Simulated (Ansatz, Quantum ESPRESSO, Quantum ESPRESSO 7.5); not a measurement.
**Band edges of honeycomb AsSb, 1 layer under strain**

Aim: band edges, gap and stiffness of honeycomb AsSb, 1 layer under biaxial strain.

Method: plane-wave DFT, PBE, GBRV ultrasoft pseudopotentials (geometry by Ansatz 0.2.0 with PAW datasets; geometry under PBE), in Quantum ESPRESSO 7.5.

Report form: the programs' logs are mostly left out.

## Step 1: Starting point

The cell holds 2 atoms: 1 Sb and 1 As. Its edges and angles: a = 3.860 Å, b = 3.860 Å, c = 16.520 Å, α = 90.0°, β = 90.0°, γ = 120.0°. It derives from AsSb. Vacuum lies along c.

As a file:

```cif
data_structure
_symmetry_space_group_name_H-M 'P 1'
_symmetry_Int_Tables_number 1
_cell_length_a 3.8600
_cell_length_b 3.8600
_cell_length_c 16.5200
_cell_angle_alpha 90.000
_cell_angle_beta 90.000
_cell_angle_gamma 120.000
_cell_volume 213.16
loop_
_atom_site_label
_atom_site_type_symbol
_atom_site_fract_x
_atom_site_fract_y
_atom_site_fract_z
_atom_site_occupancy
Sb1 Sb 0.66667 0.33333 0.45400 1
As2 As 0.33333 0.66667 0.54600 1
```

This sheet is a model structure: its symmetry is held, and its stability is not tested here.

## Step 2: Relaxation with Ansatz

The geometry comes first, from a plane-wave PAW code, so that the later runs on this slab share one structure.

File input.yaml:

```yaml
crystal:
  lattice:
    - [3.86, 0.0, 0.0]
    - [-1.93, 3.3428580586, 0.0]
    - [0.0, 0.0, 16.52]
  atoms:
    - { symbol: Sb, position: [0.6666666667, 0.3333333333, 0.4539951574] }
    - { symbol: As, position: [0.3333333333, 0.6666666667, 0.5460048426] }
kpoints:
  mp_grid: { grid: [12, 12, 1] }
hamiltonian:
  xc: pbe
scf:
  occupations: { method: fermi_dirac, width: 0.05 }
  convergence: { dr2_threshold: 1.0e-08 }
efield:
  axis: 3
  dipole_correction: true
  ramp_position: 0.97
  ramp_width: 0.04
relax:
  f_tol: 0.01
  cell: { fix: [c, alpha, beta] }
output:
  write_potential: true
  write_density: true
  volumetric_format: npy
```

Command:

```sh
$ ansatz run input.yaml --threads 2 --pin off --max-ram 4096MiB --backend cpu --events-out ev --progress --plain --runs-dir out
```

Elapsed: 14 s, on 2 threads of Arm Neoverse V1, shared host; peak memory 0.52 GiB; 27 s of CPU time.

The steps of the relaxation:

```tsv
step	energy less that of the first step (eV)	largest force component (eV/Å)	pressure (GPa)	volume (Å³)
1	0.0000	0.0986	-0.04	213.16
2	0.0038	0.2996	0.18	214.41
3	-0.0005	0.0018	0.01	213.68
4*	-0.0006	0.0017	0.01	213.68
```

Relaxation steps marked * repeat the geometry before them on a plane-wave basis chosen anew for their cell, so energy and pressure can jump there. Relaxation step 2 was tried and not accepted.

Forces are held to the 6 operations that the run works with; a distortion that breaks them can't arise in this run.

```tsv
cell as run	before	after	change
a (Å)	3.860	3.865	+0.1 %
b (Å)	3.860	3.865	+0.1 %
```

The relaxed structure:

```
Sb As
1.0
     3.86462    0.00000    0.00000
    -1.93231    3.34686    0.00000
     0.00000    0.00000   16.52000
Sb As
1 1
Direct
  0.66667 0.33333 0.45433
  0.33333 0.66667 0.54567
```

Read from the output:

- free energy: -11340.5383 eV
- Fermi energy: -0.8931 eV
- gap by band count: 1.502 eV
- symmetry operations: 6
- dipole along the normal: -0.02496 e·Å
- vacuum level at the upper face over a Fermi level inside the gap: 4.607 eV
- vacuum level at the lower face over a Fermi level inside the gap: 4.257 eV

## Step 3: Running the series

Under ESM bc1 levels count from the vacuum, or from the mean of the two vacuum levels where the sheet has a dipole, so band edges at unlike strains can be compared.

Level of this step: plane-wave DFT, PBE, GBRV ultrasoft pseudopotentials (Quantum ESPRESSO 7.5).

File run.py:

```python
import json
import numpy as np
from ase import Atoms
from ase.calculators.espresso import Espresso, EspressoProfile

profile = EspressoProfile(command='mpirun -n 2 pw.x -nk 2', pseudo_dir='../pseudo')
pseudopotentials = {'As': 'as_pbe_v1.uspp.F.UPF', 'Sb': 'sb_pbe_v1.4.uspp.F.UPF'}
system = {'ecutwfc': 40, 'ecutrho': 200, 'occupations': 'smearing', 'smearing': 'fd', 'degauss': 0.002}


def calculator(name, kpts, **extra):
    data = dict(control=dict(tprnfor=True, verbosity='high', disk_io='none'),
                system=system | extra,
                electrons=dict(conv_thr=1e-09, mixing_beta=0.4, mixing_mode='plain',
                               electron_maxstep=100))
    return Espresso(profile=profile, directory=name, pseudopotentials=pseudopotentials, kpts=kpts, input_data=data)


def centre(atoms):
    z = atoms.positions[:, 2]
    atoms.positions[:, 2] -= (z.max() + z.min()) / 2  # ESM wants the slab about z = 0
    return atoms

sheet = Atoms(
    ['Sb', 'As'],
    scaled_positions=[
        [0.6666666667, 0.3333333333, 0.4543328758],
        [0.3333333333, 0.6666666667, 0.5456671242]],
    cell=[
        [3.864620377015, 0.000000000000, 0.000000000000],
        [-1.932310188507, 3.346859422478, 0.000000000000],
        [0.000000000000, 0.000000000000, 16.520000000000]],
    pbc=True)

rows = []
for strain in [-0.03, -0.015, 0.0, 0.015, 0.03]:
    atoms = sheet.copy()
    atoms.set_cell(sheet.cell.array * [[1 + strain], [1 + strain], [1]], scale_atoms=True)
    atoms = centre(atoms)
    atoms.calc = calculator(f's{strain:+.3f}', (12, 12, 1), assume_isolated='esm', esm_bc='bc1', nbnd=14)
    energy = atoms.get_potential_energy()
    levels = np.array([atoms.calc.get_eigenvalues(kpt=i) for i in range(len(atoms.calc.get_ibz_k_points()))])
    top, bottom = levels[:, 9].max(), levels[:, 10].min()
    direct = (levels[:, 10] - levels[:, 9]).min()
    rows.append([strain, energy, top, bottom, direct])
    print(f'strain {strain:+.3f}: E = {energy:.5f} eV, valence top {top:.3f}, conduction bottom {bottom:.3f}, '
          f'gap {bottom - top:.3f}, least direct gap {direct:.3f} eV')

x, energy, top, bottom, direct = np.array(rows).T
area = np.linalg.norm(np.cross(*sheet.cell[:2]))
stiffness = np.polyfit(x, energy, 2)[0] / area * 16.0218  # C11 + C12, heights clamped
print(f'valence and conduction edges move by {np.polyfit(x, top, 1)[0]:.2f} and {np.polyfit(x, bottom, 1)[0]:.2f} eV per unit biaxial strain')
print(f'C11 + C12 with clamped heights: {stiffness:.1f} N/m')
json.dump(dict(rows=rows, stiffness=stiffness), open('result.json', 'w'))
```

Command:

```sh
$ OMP_NUM_THREADS=1 python run.py
```

It took 4 min on 2 MPI ranks; peak memory 0.43 GiB; 8 min of CPU time.

This step gave:

| Property | Result |
| --- | --- |
| biaxial stiffness | 60.12 N/m |

Table of band edge from the vacuum level by biaxial strain:

```tsv
biaxial strain (%)	valence top (eV)	conduction bottom (eV)
-3.00	-4.96	-3.63
-1.50	-5.07	-3.65
0.00	-5.16	-3.66
1.50	-5.25	-3.67
3.00	-5.32	-3.81
```

The gap by biaxial strain:

```tsv
biaxial strain (%)	on the mesh (eV)	least direct (eV)
-3.00	1.32	2.00
-1.50	1.42	1.87
0.00	1.50	1.74
1.50	1.58	1.62
3.00	1.51	1.51
```

Table of energy over the lowest by biaxial strain:

```tsv
biaxial strain (%)	energy over the lowest (meV)
-3.00	52.3
-1.50	13.9
0.00	0
1.50	7.88
3.00	35.0
```

## Step 4: Running the series: PBE, SSSP efficiency

Level of this step: plane-wave DFT, PBE, SSSP efficiency pseudopotentials (Quantum ESPRESSO 7.5).

run.py, as its differences from the input of step 3:

```diff
@@ -6,4 +6,4 @@
 profile = EspressoProfile(command='mpirun -n 2 pw.x -nk 2', pseudo_dir='../pseudo')
-pseudopotentials = {'As': 'as_pbe_v1.uspp.F.UPF', 'Sb': 'sb_pbe_v1.4.uspp.F.UPF'}
-system = {'ecutwfc': 40, 'ecutrho': 200, 'occupations': 'smearing', 'smearing': 'fd', 'degauss': 0.002}
+pseudopotentials = {'As': 'As.pbe-n-rrkjus_psl.0.2.UPF', 'Sb': 'sb_pbe_v1.4.uspp.F.UPF'}
+system = {'ecutwfc': 45, 'ecutrho': 360, 'occupations': 'smearing', 'smearing': 'fd', 'degauss': 0.002}
```

Command:

```sh
$ OMP_NUM_THREADS=1 python run.py
```

The job ended after 4.7 min (2 MPI ranks; peak memory 0.79 GiB).

Numbers from this step:

* biaxial stiffness: 59.75 N/m

Band edge from the vacuum level against biaxial strain:

```tsv
biaxial strain (%)	valence top (eV)	conduction bottom (eV)
-3.00	-4.95	-3.62
-1.50	-5.06	-3.64
0.00	-5.15	-3.65
1.50	-5.24	-3.66
3.00	-5.31	-3.79
```

Gap against biaxial strain:

```tsv
biaxial strain (%)	on the mesh (eV)	least direct (eV)
-3.00	1.32	2.01
-1.50	1.42	1.88
0.00	1.50	1.75
1.50	1.58	1.63
3.00	1.52	1.52
```

The energy over the lowest by biaxial strain:

```tsv
biaxial strain (%)	energy over the lowest (meV)
-3.00	49.4
-1.50	12.5
0.00	0
1.50	9.11
3.00	37.4
```

## Step 5: Worked from the printed numbers

Under equal strain ε in the plane, E = A (C11 + C12) ε². From the points at ±1.5 %: d²E/dε² = (13.88 + 7.88 − 2 × 0.00) meV / 0.015² = 97 eV, and 97/(2 × 12.934 Å²) × 16.02 = 60 N/m.

## Step 6: Outcome

```json
{
  "C11 + C12, heights clamped, PBE, GBRV ultrasoft": "60 N/m",
  "gap on the mesh at zero strain, PBE, GBRV ultrasoft": "1.50 eV",
  "valence top below the mean of the two vacuum levels at zero strain, PBE, GBRV ultrasoft": "5.16 eV",
  "shift of the valence top per unit biaxial strain, PBE, GBRV ultrasoft": "-6.1 eV",
  "C11 + C12, heights clamped, PBE, SSSP efficiency": "60 N/m",
  "gap on the mesh at zero strain, PBE, SSSP efficiency": "1.50 eV",
  "valence top below the mean of the two vacuum levels at zero strain, PBE, SSSP efficiency": "5.15 eV",
  "shift of the valence top per unit biaxial strain, PBE, SSSP efficiency": "-6.1 eV"
}
```

**Reading.** The sheet's biaxial stiffness comes to 60 N/m and its gap at zero strain to 1.50 eV (PBE, GBRV ultrasoft). From −3 % to +3 % the gap on the mesh goes from 1.32 to 1.51 eV, through a peak of 1.58 eV; it is direct at some strains and indirect at others. The conduction bottom bends along the series, so the script's straight-line slope describes it poorly. Heights are clamped under strain, which makes a sheet with several atomic planes too stiff. Semilocal gaps are too small. The sheet carries a dipole, so the two faces have unlike vacuum levels and the zero lies between them. Spin-orbit coupling is left out; depending on the atoms that carry the levels of interest, it can split and shift them by tens to hundreds of meV.

[Logs are printed without paths, hosts, clocks, repeated set-up lines and the standing remarks that a program may print on its own settings, such as how far it seeks lower states.]

[Hosts, paths, dates, database ids (printed as entryN), source tags and the programs' standing remarks are cut or masked in the printed files.]

[Maps of the electrostatic potential energy from Ansatz leave out the sawtooth potential of an applied field or a dipole correction, so their vacuum need not be flat; planar profiles and work functions include it.]
